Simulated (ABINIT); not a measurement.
## Sr2FeH6 (Fm-3m): G0W0 on several meshes in ABINIT

Wanted: mesh dependence and cost of G0W0 for Sr2FeH6 (Fm-3m).

Calculated with ABINIT 10.8.3; LDA and many-body steps on it, plane waves.

Most raw output is cut from this account.

## 1. Set-up

Symmetry: Fm-3m, No. 225, cubic system. The conventional cell has a = 7.415 Å, b = 7.415 Å, c = 7.415 Å, α = 90.00°, β = 90.00°, γ = 90.00°. Nearest to Sr lie 12 H at 2.63 Å. Nearest to Fe lie 6 H at 1.61 Å. Nearest to H lie 1 Fe at 1.61 Å and 4 H at 2.28 Å and 4 Sr at 2.63 Å. Farther neighbours are not listed.

The cell and positions are those that the Materials Project relaxed with its own functionals (PBE, PBE+U or r2SCAN), kept fixed.

## 2. Empty states on the mesh, 2×2×2 mesh, 204 bands

This step: ABINIT 10.8.3; DFT, LDA, plane waves, norm-conserving pseudopotentials.

The sums over transitions need many empty states on a uniform mesh; this step solves for them.

File run.abi:

```
acell 3*1.0 Angstrom
rprim 
  -0.000000000000 3.707652250000 3.707652250000
  3.707652250000 -0.000000000000 3.707652250000
  3.707652250000 3.707652250000 -0.000000000000
ntypat 3
znucl 38 26 1
natom 9
typat 1 1 2 3 3 3 3 3 3
xred 
  0.750000000000 0.750000000000 0.750000000000
  0.250000000000 0.250000000000 0.250000000000
  0.000000000000 0.000000000000 0.000000000000
  0.782457990000 0.782457990000 0.217542010000
  0.217542010000 0.782457990000 0.217542010000
  0.782457990000 0.217542010000 0.217542010000
  0.217542010000 0.217542010000 0.782457990000
  0.782457990000 0.217542010000 0.782457990000
  0.217542010000 0.782457990000 0.782457990000
pp_dirpath "pseudos"
pseudos "Sr.upf, Fe.upf, H.upf"
ecut 39
ngkpt 2 2 2
nshiftk 1
shiftk 0 0 0
kptopt 1
chksymbreak 0
iscf -2
irdden 1
istwfk *1
nband 204
nbdbuf 18
tolwfr 1e-09
nstep 60
prtvol 0
indata_prefix "in"
outdata_prefix "out"
tmpdata_prefix "tmp"
```

Run with:

```
OMP_NUM_THREADS=1 mpirun -n 4 abinit run.abi > log
```

Elapsed: 77 s, on 4 MPI ranks of Arm Neoverse V1, shared host; peak memory 0.5 GiB.

This step gave:

```yaml
gap: 1.014 eV
k_of_the_valence_top: 0, 0, 0
k_of_the_conduction_bottom: 0.5, 0.5, 0
least_direct_gap: 1.079 eV
k_points_computed: 3
lowest_point_of_the_top_converged_band_above_the_valence_top: 69.9588 eV
```

On this mesh the gap is 1.014 eV.

The density comes from a self-consistent run that is not shown.

## 3. Screening, 2×2×2 mesh, 88 bands, screening to 114.3 eV

The RPA dielectric matrix is built and inverted for each q.

This step: RPA screening on LDA, plane waves, norm-conserving pseudopotentials.

run.abi: that of step 2 with these lines changed.

```diff
@@ -27,10 +27,11 @@
 chksymbreak 0
-iscf -2
-irdden 1
 istwfk *1
-nband 204
-nbdbuf 18
-tolwfr 1e-09
-nstep 60
-prtvol 0
+occopt 1
+irdwfk 1
+optdriver 3
+nband 88
+ecuteps 4.2
+inclvkb 2
+awtr 1
+symchi 1
 indata_prefix "in"
```

Elapsed: 13 s, on 4 MPI ranks; peak memory 1.2 GiB; 51 s of CPU time.

Numbers from this step:

```
ε∞ with local fields, on this mesh, along the program's q direction : 4.662
the same without local fields                                       : 5.530
plasma frequency                                                    : 23.84 eV
plane waves in the screening matrix                                 : 283
```

Local fields lower ε∞ by 16 %. On a Γ-centred mesh this coarse the value itself is usually too large, while a short band sum pulls it down.

## 4. 2×2×2

The self-energy is evaluated for the states that the input lists, and the levels follow from it, in one-shot runs by the linearised quasiparticle equation.

This step: G0W0 on LDA, plane waves, norm-conserving pseudopotentials.

run.abi: that of step 3 with these lines changed.

```diff
@@ -30,8 +30,17 @@
 irdwfk 1
-optdriver 3
+optdriver 4
 nband 88
+gwcalctyp 0
+ecutsigx 39
+symsigma 1
+nkptgw 2
+kptgw 
+  0.0000000000 0.0000000000 0.0000000000
+  0.5000000000 0.5000000000 0.0000000000
+bdgw 
+  19 23
+  20 23
 ecuteps 4.2
-inclvkb 2
-awtr 1
-symchi 1
+irdscr 1
+ppmodel 1
 indata_prefix "in"
```

It took 7 s on 4 MPI ranks; peak memory 1 GiB; 28 s of CPU time.

This step gave:

* G0W0 gap on the points computed: 2.056 eV
* starting gap on the mesh: 1.014 eV
* k of the valence top: 0, 0, 0
* k of the conduction bottom: 0.5, 0.5, 0
* Z at the valence top: 0.715
* Z at the conduction bottom: 0.773
* least direct G0W0 gap on the computed points: 2.111 eV

The gap on the mesh goes from 1.01 eV to 2.06 eV, a correction of +1.04 eV.

## 5. Empty states on the mesh, 4×4×4 mesh, 96 bands

This step: DFT, LDA, plane waves, norm-conserving pseudopotentials.

run.abi: that of step 4 with these lines changed.

```diff
@@ -22,3 +22,3 @@
 ecut 39
-ngkpt 2 2 2
+ngkpt 4 4 4
 nshiftk 1
@@ -27,20 +27,10 @@
 chksymbreak 0
+iscf -2
+irdden 1
 istwfk *1
-occopt 1
-irdwfk 1
-optdriver 4
-nband 88
-gwcalctyp 0
-ecutsigx 39
-symsigma 1
-nkptgw 2
-kptgw 
-  0.0000000000 0.0000000000 0.0000000000
-  0.5000000000 0.5000000000 0.0000000000
-bdgw 
-  19 23
-  20 23
-ecuteps 4.2
-irdscr 1
-ppmodel 1
+nband 96
+nbdbuf 8
+tolwfr 1e-09
+nstep 60
+prtvol 0
 indata_prefix "in"
```

The job ended after 53 s (4 MPI ranks; peak memory 0.5 GiB).

Numbers from this step:

```
gap                                                           : 1.014 eV
k of the valence top                                          : 0, 0, 0
k of the conduction bottom                                    : 0.5, 0.5, 0
least direct gap                                              : 1.079 eV
k points computed                                             : 8
lowest point of the top converged band, above the valence top : 35.40 eV
```

On this mesh the gap is 1.014 eV.

## 6. Screening, 4×4×4 mesh, 88 bands, screening to 114.3 eV

This step: RPA screening on LDA, plane waves, norm-conserving pseudopotentials.

run.abi: that of step 5 with these lines changed.

```diff
@@ -27,10 +27,11 @@
 chksymbreak 0
-iscf -2
-irdden 1
 istwfk *1
-nband 96
-nbdbuf 8
-tolwfr 1e-09
-nstep 60
-prtvol 0
+occopt 1
+irdwfk 1
+optdriver 3
+nband 88
+ecuteps 4.2
+inclvkb 2
+awtr 1
+symchi 1
 indata_prefix "in"
```

It took 90 s on 4 MPI ranks; peak memory 2.1 GiB; 6 min of CPU time.

This step gave:

```yaml
eps_infinity_with_local_fields_on_this_mesh_along_the_program_s_q_direction: 4.420
the_same_without_local_fields: 5.217
plasma_frequency: 23.84 eV
plane_waves_in_the_screening_matrix: 283
```

## 7. 4×4×4

This step: G0W0 on LDA, plane waves, norm-conserving pseudopotentials.

run.abi: that of step 6 with these lines changed.

```diff
@@ -30,8 +30,17 @@
 irdwfk 1
-optdriver 3
+optdriver 4
 nband 88
+gwcalctyp 0
+ecutsigx 39
+symsigma 1
+nkptgw 2
+kptgw 
+  0.0000000000 0.0000000000 0.0000000000
+  0.5000000000 0.5000000000 0.0000000000
+bdgw 
+  19 23
+  20 23
 ecuteps 4.2
-inclvkb 2
-awtr 1
-symchi 1
+irdscr 1
+ppmodel 1
 indata_prefix "in"
```

It took 14 s on 4 MPI ranks; peak memory 1.6 GiB.

Numbers from this step:

| Quantity | Value |
| --- | --- |
| G0W0 gap on the points computed | 2.17 eV |
| starting gap on the mesh | 1.014 eV |
| k of the valence top | 0, 0, 0 |
| k of the conduction bottom | 0.5, 0.5, 0 |
| Z at the valence top | 0.716 |
| Z at the conduction bottom | 0.769 |
| least direct G0W0 gap on the computed points | 2.221 eV |

Against G0W0 in ABINIT (2×2×2 mesh, 88 bands, screening to 114.3 eV, Godby-Needs plasmon pole), the gap moves by +0.114 eV.

## 8. The runs together

Times are wall times on 4 MPI ranks of Arm Neoverse V1, shared host, good to a factor of about two. A run's time includes the screening step that it read.

```csv
run,mesh,bands,screening cutoff (eV),DFT gap (eV),gap on the mesh (eV),direct (eV),ε∞ used,time
2×2×2,2×2×2,88,114.3,1.014,2.056,2.111,4.66,20 s
4×4×4,4×4×4,88,114.3,1.014,2.170,2.221,4.42,1.7 min
```

## 9. Summary of results

```yaml
2x2x2: 2.056 eV
4x4x4: 2.170 eV
known_limits: not at the basis limit; no spin polarisation; d states lean on the start; no spin-orbit coupling; coarse k mesh
```

In words: 4×4×4: +0.114 eV against 2×2×2. Bands and cutoff are finite, so the gap is not at the basis limit. The miss can reach some tenths of an eV and take either sign; the mesh is an error of its own. In the G0W0 runs levels were corrected at 2 k points alone, so a gap called «on the mesh» is the least over those, and an edge elsewhere would be missed. The 2×2×2 mesh is coarse for this cell, which bears on the long-range parts of exchange and screening. The runs have no spin polarisation. For a closed low-spin shell that is the natural state; where a d or f shell is open it is a constraint, and the gap is then not the crystal's own. With d states at the gap, one-shot GW leans hard on its start. The many-body steps are scalar-relativistic: spin-orbit coupling is not in them.

[Paths, hosts, dates, memory and timing lines, banners, echoed tables and standing remarks are left out of the program output.]

[Logs are printed without paths, hosts, clocks, repeated set-up lines and the standing remarks that a program may print on its own settings, such as how far it seeks lower states.]

[Runs of the session that timed out or met a known fault of the program may be left out.]

[Hosts, paths, dates, database ids (printed as entryN), source tags and the programs' standing remarks are cut or masked in the printed files.]

[G0W0 gaps are taken among the corrected bands and points alone; a level outside them can change the order at an edge.]

[Where Ansatz stands beside ABINIT at settings called matched, ABINIT's density can come from a denser mesh and the files from another edition; pairs whose starting gaps differed by over 0.03 eV were left out, so agreement reads better than it is.]
